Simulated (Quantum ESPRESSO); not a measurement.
Consider Sb (Antimony, Pm-3m).

```
CELL_PARAMETERS angstrom
3.16000 0.00000 0.00000
0.00000 3.16000 0.00000
0.00000 0.00000 3.16000
ATOMIC_POSITIONS crystal
Sb 0.00000 0.00000 0.00000
```

Absorber: atom 1, with 6 Sb at 3.16 Å (octahedral, site symmetry m-3m). Method: Quantum ESPRESSO XSpectra, PBEsol, excited-electron core hole (neutral cell), 4-atom cell with 5.5 Å between holes, 5×5×5 k points, dipole transitions, Lorentzian half width 4.58 eV (not a setting of the program: the run's 0.4 eV curve was folded afterwards with a further Lorentzian).

This is not the structure that Sb takes at ambient pressure and room temperature (space group No. 166); it is a model or a phase of other conditions.

**Question.** Predict the near-edge structure at the Sb K edge.

Main maxima up to 30 eV above the zero (height): 3.6 eV (1.11) and 21.4 eV (1.07). A K edge sees empty p states on the absorber. 

The Sb K spectrum (energy from the energy zero of the input (xe0, at the border of filled and empty states); intensity scaled to a mean of 1 over the first 20 eV; folded afterwards to Lorentzian half width 4.58 eV; the points at xe0, where the cut of filled states can leave a spike, are interpolated):

```tsv
E (eV)	intensity
-2.0	0.57
-1.5	0.63
-1.0	0.69
-0.5	0.75
0.0	0.82
0.5	0.89
1.0	0.95
1.5	1.00
2.0	1.05
2.5	1.08
3.0	1.10
3.5	1.11
4.0	1.11
4.5	1.09
5.0	1.08
5.5	1.05
6.0	1.03
6.5	1.01
7.0	0.99
7.5	0.98
8.0	0.97
8.5	0.96
9.0	0.95
9.5	0.95
10.0	0.95
10.5	0.94
11.0	0.95
11.5	0.95
12.0	0.95
12.5	0.95
13.0	0.95
13.5	0.96
14.0	0.96
14.5	0.97
15.0	0.98
15.5	0.99
16.0	0.99
16.5	1.00
17.0	1.01
17.5	1.02
18.0	1.03
18.5	1.04
19.0	1.05
19.5	1.06
20.0	1.06
20.5	1.07
21.0	1.07
21.5	1.07
22.0	1.07
22.5	1.07
23.0	1.06
23.5	1.05
24.0	1.05
24.5	1.04
25.0	1.03
25.5	1.02
26.0	1.01
26.5	1.00
27.0	0.99
27.5	0.98
28.0	0.97
28.5	0.97
29.0	0.96
29.5	0.96
30.0	0.96
30.5	0.96
31.0	0.95
31.5	0.95
32.0	0.95
```

The holes are only 5.5 Å apart, so the shape is probably not converged with cell size; no larger cell was run here. Lifetime broadening is put in by hand, and intensities beyond about 20 eV depend on it and on the partial waves. The structure is a published determination, not relaxed.

[Banner, clock and machine lines of the logs are left out without a mark of their own.]

[Logs are printed without paths, hosts, clocks, repeated set-up lines and the standing remarks that a program may print on its own settings, such as how far it seeks lower states.]

[Hosts, paths, dates, database ids (printed as entryN), source tags and the programs' standing remarks are cut or masked in the printed files.]

[Lists of maxima count a maximum above −3 eV only where it reaches 4 % of the highest in the window and stands out from its surroundings by 2 % of it (1.5 % where it reaches 55 %); shoulders and weaker maxima are passed over, and of the rest the first, up to two pre-edge ones and the few strongest are named.]
